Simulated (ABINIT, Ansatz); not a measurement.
# KTaS3 (Pm-3m): zone-centre phonons, part 3 of 3

Which modes does KTaS3 (Pm-3m) have at the zone centre?

ABINIT 10.8.3; DFT LDA, scalar-relativistic, plane waves, PseudoDojo norm-conserving pseudopotentials.

So far. Step 4 (Zone-centre response): The acoustic modes at Γ come out as far as 3.3 cm⁻¹ from zero, where they should vanish, a small numerical error. The relaxed cell has a = 4.759 Å (conventional setting).

The structure was built from a prototype and need not be the compound's stable phase.

## Step 5: Zone-centre analysis

anaddb reads the merged derivatives and imposes the acoustic sum rule.

anaddb.abi

```
ddb_filepath "gamma_DDB"
output_file "anaddb.abo"
outdata_prefix "anaddb"
asr 1
chneut 1
enunit 2
eivec 1
nph1l 1
qph1l 0.0 0.0 0.0 1.0
```

mrgddb.in

```
gamma_DDB
merged
2
dfpt_gammao_DDB
gso_DDB
```

Run with:

```console
> mrgddb < mrgddb.in > mrgddb.log
> OMP_NUM_THREADS=1 anaddb anaddb.abi > anaddb.log
```

anaddb.abo, the main output file:

```text
-outvars_anaddb: echo values of input variables ----------------------

 Miscellaneous information :
      enunit         2
       eivec         1
         asr         1
 First list of wavevector (reduced coord.) :
       nph1l         1
       qph1l
                     0.00000000E+00  0.00000000E+00  0.00000000E+00    1.000E+00

================================================================================

 read the DDB information and perform some checks

  ==== Info on the Cryst% object ====
 Real(R)+Recip(G) space primitive vectors, cartesian coordinates (Bohr,Bohr^-1):
 R(1)=  8.9927815  0.0000000  0.0000000  G(1)=  0.1112003  0.0000000  0.0000000
 R(2)=  0.0000000  8.9927815  0.0000000  G(2)=  0.0000000  0.1112003  0.0000000
 R(3)=  0.0000000  0.0000000  8.9927815  G(3)=  0.0000000  0.0000000  0.1112003
 Unit cell volume ucvol=  7.2724732E+02 bohr^3
 Angles (23,13,12)=  9.00000000E+01  9.00000000E+01  9.00000000E+01 degrees
 Time-reversal symmetry is present
 Reduced atomic positions [iatom, xred, symbol]:
    1)    0.0000000  0.0000000  0.0000000   K
    2)    0.5000000  0.5000000  0.5000000  Ta
    3)    0.5000000  0.5000000  0.0000000   S
    4)    0.5000000  0.0000000  0.5000000   S
    5)    0.0000000  0.5000000  0.5000000   S

 DDB file with 3 blocks has been read.

================================================================================

 Treat the first list of vectors

  Phonon wavevector (reduced coordinates) :  0.00000  0.00000  0.00000
 Phonon energies in Hartree :
   0.000000E+00  0.000000E+00  0.000000E+00  3.645449E-04  3.645449E-04
   3.645449E-04  5.714632E-04  5.714632E-04  5.714632E-04  6.268273E-04
   6.268273E-04  6.268273E-04  1.667469E-03  1.667469E-03  1.667469E-03
 Phonon energies in meV     :
-  0.000000E+00  0.000000E+00  0.000000E+00  9.919771E+00  9.919771E+00
-  9.919771E+00  1.555031E+01  1.555031E+01  1.555031E+01  1.705684E+01
-  1.705684E+01  1.705684E+01  4.537414E+01  4.537414E+01  4.537414E+01
 Phonon frequencies in cm-1    :
-  0.000000E+00  0.000000E+00  0.000000E+00  8.000835E+01  8.000835E+01
-  8.000835E+01  1.254217E+02  1.254217E+02  1.254217E+02  1.375727E+02
-  1.375727E+02  1.375727E+02  3.659671E+02  3.659671E+02  3.659671E+02
 Phonon frequencies in Thz     :
-  0.000000E+00  0.000000E+00  0.000000E+00  2.398590E+00  2.398590E+00
-  2.398590E+00  3.760047E+00  3.760047E+00  3.760047E+00  4.124326E+00
-  4.124326E+00  4.124326E+00  1.097142E+01  1.097142E+01  1.097142E+01
 Phonon energies in Kelvin  :
-  0.000000E+00  0.000000E+00  0.000000E+00  1.151142E+02  1.151142E+02
-  1.151142E+02  1.804538E+02  1.804538E+02  1.804538E+02  1.979364E+02
-  1.979364E+02  1.979364E+02  5.265450E+02  5.265450E+02  5.265450E+02

 Eigendisplacements
 (will be given, for each mode : in cartesian coordinates
   for each atom the real part of the displacement vector,
   then the imaginary part of the displacement vector - absolute values smaller than 1.0d-7 are set to zero)
  Mode number    1   Energy    0.000000E+00
 Attention : low frequency mode.
   (Could be unstable or acoustic mode)
-  1  0.00000000E+00  0.00000000E+00  1.31704584E-03
-     0.00000000E+00  0.00000000E+00  0.00000000E+00
-  2  0.00000000E+00  0.00000000E+00  1.31707732E-03
-     0.00000000E+00  0.00000000E+00  0.00000000E+00
-  3  0.00000000E+00  0.00000000E+00  1.31706887E-03
-     0.00000000E+00  0.00000000E+00  0.00000000E+00
-  4  0.00000000E+00  0.00000000E+00  1.31706175E-03
-     0.00000000E+00  0.00000000E+00  0.00000000E+00
-  5  0.00000000E+00  0.00000000E+00  1.31706175E-03
-     0.00000000E+00  0.00000000E+00  0.00000000E+00
  Mode number    2   Energy    0.000000E+00
 Attention : low frequency mode.
   (Could be unstable or acoustic mode)
-  1  0.00000000E+00  1.31704584E-03  0.00000000E+00
-     0.00000000E+00  0.00000000E+00  0.00000000E+00
-  2  0.00000000E+00  1.31707732E-03  0.00000000E+00
-     0.00000000E+00  0.00000000E+00  0.00000000E+00
-  3  0.00000000E+00  1.31706175E-03  0.00000000E+00
-     0.00000000E+00  0.00000000E+00  0.00000000E+00
-  4  0.00000000E+00  1.31706887E-03  0.00000000E+00
-     0.00000000E+00  0.00000000E+00  0.00000000E+00
-  5  0.00000000E+00  1.31706175E-03  0.00000000E+00
-     0.00000000E+00  0.00000000E+00  0.00000000E+00
  Mode number    3   Energy    0.000000E+00
 Attention : low frequency mode.
   (Could be unstable or acoustic mode)
-  1  1.31704584E-03  0.00000000E+00  0.00000000E+00
-     0.00000000E+00  0.00000000E+00  0.00000000E+00
-  2  1.31707732E-03  0.00000000E+00  0.00000000E+00
-     0.00000000E+00  0.00000000E+00  0.00000000E+00
-  3  1.31706175E-03  0.00000000E+00  0.00000000E+00
-     0.00000000E+00  0.00000000E+00  0.00000000E+00
-  4  1.31706175E-03  0.00000000E+00  0.00000000E+00
-     0.00000000E+00  0.00000000E+00  0.00000000E+00
-  5  1.31706887E-03  0.00000000E+00  0.00000000E+00
-     0.00000000E+00  0.00000000E+00  0.00000000E+00
  Mode number    4   Energy    3.645449E-04
-  1  0.00000000E+00  0.00000000E+00 -3.06858719E-03
-     0.00000000E+00  0.00000000E+00  0.00000000E+00
-  2  0.00000000E+00  0.00000000E+00  9.06197466E-04
-     0.00000000E+00  0.00000000E+00  0.00000000E+00
-  3  0.00000000E+00  0.00000000E+00  3.58337238E-05
-     0.00000000E+00  0.00000000E+00  0.00000000E+00
-  4  0.00000000E+00  0.00000000E+00 -7.04023324E-04
-     0.00000000E+00  0.00000000E+00  0.00000000E+00
-  5  0.00000000E+00  0.00000000E+00 -7.04023324E-04
-     0.00000000E+00  0.00000000E+00  0.00000000E+00
  Mode number    5   Energy    3.645449E-04
-  1  0.00000000E+00 -3.06858719E-03  0.00000000E+00
-     0.00000000E+00  0.00000000E+00  0.00000000E+00
-  2  0.00000000E+00  9.06197466E-04  0.00000000E+00
-     0.00000000E+00  0.00000000E+00  0.00000000E+00
-  3  0.00000000E+00 -7.04023324E-04  0.00000000E+00
-     0.00000000E+00  0.00000000E+00  0.00000000E+00
-  4  0.00000000E+00  3.58337238E-05  0.00000000E+00
-     0.00000000E+00  0.00000000E+00  0.00000000E+00
-  5  0.00000000E+00 -7.04023324E-04  0.00000000E+00
-     0.00000000E+00  0.00000000E+00  0.00000000E+00
  Mode number    6   Energy    3.645449E-04
-  1  3.06858719E-03  0.00000000E+00  0.00000000E+00
-     0.00000000E+00  0.00000000E+00  0.00000000E+00
-  2 -9.06197466E-04  0.00000000E+00  0.00000000E+00
-     0.00000000E+00  0.00000000E+00  0.00000000E+00
-  3  7.04023324E-04  0.00000000E+00  0.00000000E+00
-     0.00000000E+00  0.00000000E+00  0.00000000E+00
-  4  7.04023324E-04  0.00000000E+00  0.00000000E+00
-     0.00000000E+00  0.00000000E+00  0.00000000E+00
-  5 -3.58337238E-05  0.00000000E+00  0.00000000E+00
-     0.00000000E+00  0.00000000E+00  0.00000000E+00
  Mode number    7   Energy    5.714632E-04
-  1  0.00000000E+00  0.00000000E+00 -1.69695850E-03
-     0.00000000E+00  0.00000000E+00  0.00000000E+00
-  2  0.00000000E+00  0.00000000E+00 -6.19453110E-04
-     0.00000000E+00  0.00000000E+00  0.00000000E+00
-  3  0.00000000E+00  0.00000000E+00  9.94902725E-04
-     0.00000000E+00  0.00000000E+00  0.00000000E+00
-  4  0.00000000E+00  0.00000000E+00  2.28489260E-03
-     0.00000000E+00  0.00000000E+00  0.00000000E+00
-  5  0.00000000E+00  0.00000000E+00  2.28489260E-03
-     0.00000000E+00  0.00000000E+00  0.00000000E+00
  Mode number    8   Energy    5.714632E-04
-  1  0.00000000E+00  1.69695850E-03  0.00000000E+00
-     0.00000000E+00  0.00000000E+00  0.00000000E+00
-  2  0.00000000E+00  6.19453110E-04  0.00000000E+00
-     0.00000000E+00  0.00000000E+00  0.00000000E+00
-  3  0.00000000E+00 -2.28489260E-03  0.00000000E+00
-     0.00000000E+00  0.00000000E+00  0.00000000E+00
-  4  0.00000000E+00 -9.94902725E-04  0.00000000E+00
-     0.00000000E+00  0.00000000E+00  0.00000000E+00
-  5  0.00000000E+00 -2.28489260E-03  0.00000000E+00
-     0.00000000E+00  0.00000000E+00  0.00000000E+00
  Mode number    9   Energy    5.714632E-04
-  1  1.69695850E-03  0.00000000E+00  0.00000000E+00
-     0.00000000E+00  0.00000000E+00  0.00000000E+00
-  2  6.19453110E-04  0.00000000E+00  0.00000000E+00
-     0.00000000E+00  0.00000000E+00  0.00000000E+00
-  3 -2.28489260E-03  0.00000000E+00  0.00000000E+00
-     0.00000000E+00  0.00000000E+00  0.00000000E+00
-  4 -2.28489260E-03  0.00000000E+00  0.00000000E+00
-     0.00000000E+00  0.00000000E+00  0.00000000E+00
-  5 -9.94902725E-04  0.00000000E+00  0.00000000E+00
-     0.00000000E+00  0.00000000E+00  0.00000000E+00
  Mode number   10   Energy    6.268273E-04
-  1  0.00000000E+00  0.00000000E+00  0.00000000E+00
-     0.00000000E+00  0.00000000E+00  0.00000000E+00
-  2  0.00000000E+00  0.00000000E+00  0.00000000E+00
-     0.00000000E+00  0.00000000E+00  0.00000000E+00
-  3  0.00000000E+00  0.00000000E+00  0.00000000E+00
-     0.00000000E+00  0.00000000E+00  0.00000000E+00
-  4  0.00000000E+00  0.00000000E+00 -2.92470830E-03
-     0.00000000E+00  0.00000000E+00  0.00000000E+00
-  5  0.00000000E+00  0.00000000E+00  2.92470830E-03
-     0.00000000E+00  0.00000000E+00  0.00000000E+00
  Mode number   11   Energy    6.268273E-04
-  1  0.00000000E+00  0.00000000E+00  0.00000000E+00
-     0.00000000E+00  0.00000000E+00  0.00000000E+00
-  2  0.00000000E+00  0.00000000E+00  0.00000000E+00
-     0.00000000E+00  0.00000000E+00  0.00000000E+00
-  3  0.00000000E+00 -2.92470830E-03  0.00000000E+00
-     0.00000000E+00  0.00000000E+00  0.00000000E+00
-  4  0.00000000E+00  0.00000000E+00  0.00000000E+00
-     0.00000000E+00  0.00000000E+00  0.00000000E+00
-  5  0.00000000E+00  2.92470830E-03  0.00000000E+00
-     0.00000000E+00  0.00000000E+00  0.00000000E+00
  Mode number   12   Energy    6.268273E-04
-  1  0.00000000E+00  0.00000000E+00  0.00000000E+00
-     0.00000000E+00  0.00000000E+00  0.00000000E+00
-  2  0.00000000E+00  0.00000000E+00  0.00000000E+00
-     0.00000000E+00  0.00000000E+00  0.00000000E+00
-  3  2.92470830E-03  0.00000000E+00  0.00000000E+00
-     0.00000000E+00  0.00000000E+00  0.00000000E+00
-  4 -2.92470830E-03  0.00000000E+00  0.00000000E+00
-     0.00000000E+00  0.00000000E+00  0.00000000E+00
-  5  0.00000000E+00  0.00000000E+00  0.00000000E+00
-     0.00000000E+00  0.00000000E+00  0.00000000E+00
  Mode number   13   Energy    1.667469E-03
-  1  0.00000000E+00  0.00000000E+00  1.67777692E-05
-     0.00000000E+00  0.00000000E+00  0.00000000E+00
-  2  0.00000000E+00  0.00000000E+00 -3.03466996E-04
-     0.00000000E+00  0.00000000E+00  0.00000000E+00
-  3  0.00000000E+00  0.00000000E+00  3.79236751E-03
-     0.00000000E+00  0.00000000E+00  0.00000000E+00
-  4  0.00000000E+00  0.00000000E+00 -1.05018280E-03
-     0.00000000E+00  0.00000000E+00  0.00000000E+00
-  5  0.00000000E+00  0.00000000E+00 -1.05018280E-03
-     0.00000000E+00  0.00000000E+00  0.00000000E+00
  Mode number   14   Energy    1.667469E-03
-  1  0.00000000E+00 -1.67777692E-05  0.00000000E+00
-     0.00000000E+00  0.00000000E+00  0.00000000E+00
-  2  0.00000000E+00  3.03466996E-04  0.00000000E+00
-     0.00000000E+00  0.00000000E+00  0.00000000E+00
-  3  0.00000000E+00  1.05018280E-03  0.00000000E+00
-     0.00000000E+00  0.00000000E+00  0.00000000E+00
-  4  0.00000000E+00 -3.79236751E-03  0.00000000E+00
-     0.00000000E+00  0.00000000E+00  0.00000000E+00
-  5  1.42842803E-07  1.05018280E-03  0.00000000E+00
-     0.00000000E+00  0.00000000E+00  0.00000000E+00
  Mode number   15   Energy    1.667469E-03
-  1  1.67777692E-05  0.00000000E+00  0.00000000E+00
-     0.00000000E+00  0.00000000E+00  0.00000000E+00
-  2 -3.03466996E-04  0.00000000E+00  0.00000000E+00
-     0.00000000E+00  0.00000000E+00  0.00000000E+00
-  3 -1.05018280E-03  0.00000000E+00  0.00000000E+00
-     0.00000000E+00  0.00000000E+00  0.00000000E+00
-  4 -1.05018280E-03  1.42842803E-07  0.00000000E+00
-     0.00000000E+00  0.00000000E+00  0.00000000E+00
-  5  3.79236751E-03  0.00000000E+00  0.00000000E+00
-     0.00000000E+00  0.00000000E+00  0.00000000E+00

 Analysis of degeneracies and characters (maximum tolerance=1.00E-06 a.u.)
 For each vibration mode, or group of modes if degenerate,
 the characters are given for each symmetry operation (see the list in the log file).
 Symmetry characters of vibration mode #   1
       degenerate with vibration modes #   2 to    3
  3.0 -3.0 -1.0  1.0 -1.0  1.0 -1.0  1.0  1.0 -1.0 -1.0  1.0  1.0 -1.0 -1.0  1.0
 -0.0  0.0 -0.0  0.0  0.0 -0.0  0.0 -0.0  1.0 -1.0 -1.0  1.0 -1.0  1.0  1.0 -1.0
 -0.0  0.0  0.0 -0.0  0.0 -0.0 -0.0  0.0  1.0 -1.0  1.0 -1.0 -1.0  1.0 -1.0  1.0
 Symmetry characters of vibration mode #   4
       degenerate with vibration modes #   5 to    6
  3.0 -3.0 -1.0  1.0 -1.0  1.0 -1.0  1.0  1.0 -1.0 -1.0  1.0  1.0 -1.0 -1.0  1.0
 -0.0  0.0 -0.0  0.0  0.0 -0.0  0.0 -0.0  1.0 -1.0 -1.0  1.0 -1.0  1.0  1.0 -1.0
 -0.0  0.0  0.0 -0.0  0.0 -0.0 -0.0  0.0  1.0 -1.0  1.0 -1.0 -1.0  1.0 -1.0  1.0
 Symmetry characters of vibration mode #   7
       degenerate with vibration modes #   8 to    9
  3.0 -3.0 -1.0  1.0 -1.0  1.0 -1.0  1.0  1.0 -1.0 -1.0  1.0  1.0 -1.0 -1.0  1.0
 -0.0  0.0 -0.0  0.0  0.0 -0.0  0.0 -0.0  1.0 -1.0 -1.0  1.0 -1.0  1.0  1.0 -1.0
 -0.0  0.0  0.0 -0.0  0.0 -0.0 -0.0  0.0  1.0 -1.0  1.0 -1.0 -1.0  1.0 -1.0  1.0
 Symmetry characters of vibration mode #  10
       degenerate with vibration modes #  11 to   12
  3.0 -3.0 -1.0  1.0 -1.0  1.0 -1.0  1.0 -1.0  1.0  1.0 -1.0 -1.0  1.0  1.0 -1.0
 -0.0  0.0 -0.0  0.0  0.0 -0.0  0.0 -0.0 -1.0  1.0  1.0 -1.0  1.0 -1.0 -1.0  1.0
 -0.0  0.0  0.0 -0.0  0.0 -0.0 -0.0  0.0 -1.0  1.0 -1.0  1.0  1.0 -1.0  1.0 -1.0
 Symmetry characters of vibration mode #  13
       degenerate with vibration modes #  14 to   15
  3.0 -3.0 -1.0  1.0 -1.0  1.0 -1.0  1.0  1.0 -1.0 -1.0  1.0  1.0 -1.0 -1.0  1.0
  0.0 -0.0  0.0 -0.0 -0.0  0.0 -0.0  0.0  1.0 -1.0 -1.0  1.0 -1.0  1.0  1.0 -1.0
  0.0 -0.0 -0.0  0.0 -0.0  0.0  0.0 -0.0  1.0 -1.0  1.0 -1.0 -1.0  1.0 -1.0  1.0
-
```

Wall time 0.78 s (1 thread of Intel Xeon at 2.70GHz, shared host).

This step gave:

- lowest optical zone-centre mode: 80.01 cm⁻¹

No LO-TO term; unit eigenvectors of the mass-weighted matrix, from anaddb's displacements. The modes at Γ (shares of kinetic energy by element, %):

```tsv
mode	frequency (cm⁻¹)	symmetry	K %	Ta %	S %
1	0.0	acoustic	12	57	30
2	0.0	acoustic	12	57	30
3	0.0	acoustic	12	57	30
4	80.0	T1u	67	27	6
5	80.0	T1u	67	27	6
6	80.0	T1u	67	27	6
7	125.4	T1u	21	13	67
8	125.4	T1u	21	13	67
9	125.4	T1u	21	13	67
10	137.6	T2u	0	0	100
11	137.6	T2u	0	0	100
12	137.6	T2u	0	0	100
13	366.0	T1u	0	3	97
14	366.0	T1u	0	3	97
15	366.0	T1u	0	3	97
```

Displacements in mode 4 (80.0 cm⁻¹), the largest set to 1:
```
K1   0.00  0.00 -1.00
Ta2  0.00  0.00  0.30
S3   0.00  0.00  0.01
S4   0.00  0.00 -0.23
S5   0.00  0.00 -0.23
```

Displacements in mode 13 (366.0 cm⁻¹), the largest set to 1:
```
K1   0.00  0.00  0.00
Ta2  0.00  0.00 -0.08
S3   0.00  0.00  1.00
S4   0.00  0.00 -0.28
S5   0.00  0.00 -0.28
```

The rule also moves an optical mode by 0.3 cm⁻¹.

## Step 6: Outcome

* space group after relaxation: Pm-3m
* volume per atom: 21.6 Å³
* highest optical zone-centre mode (no LO-TO term): 366.0 cm⁻¹
* lowest optical zone-centre mode: 80.0 cm⁻¹
* imaginary optical modes at the zone centre (no q mesh in this session): none

In words: At the LDA level the optical modes of KTaS3 (Pm-3m) at the zone centre run from 80 to 366 cm⁻¹. These are harmonic frequencies at zero temperature: anharmonic shifts and linewidths and thermal expansion are left out. Spin-orbit coupling is left out, which can matter for the heavy elements here. In a metal the frequencies hang on the k mesh and the smearing, most of all near Kohn anomalies. The structure is a hypothetical one, built on a prototype.

[Host names and launcher messages were left out of these logs when they were recorded.]

[Logs are printed without paths, hosts, clocks, repeated set-up lines and the standing remarks that a program may print on its own settings, such as how far it seeks lower states.]

[Hosts, paths, dates, database ids (printed as entryN), source tags and the programs' standing remarks are cut or masked in the printed files.]
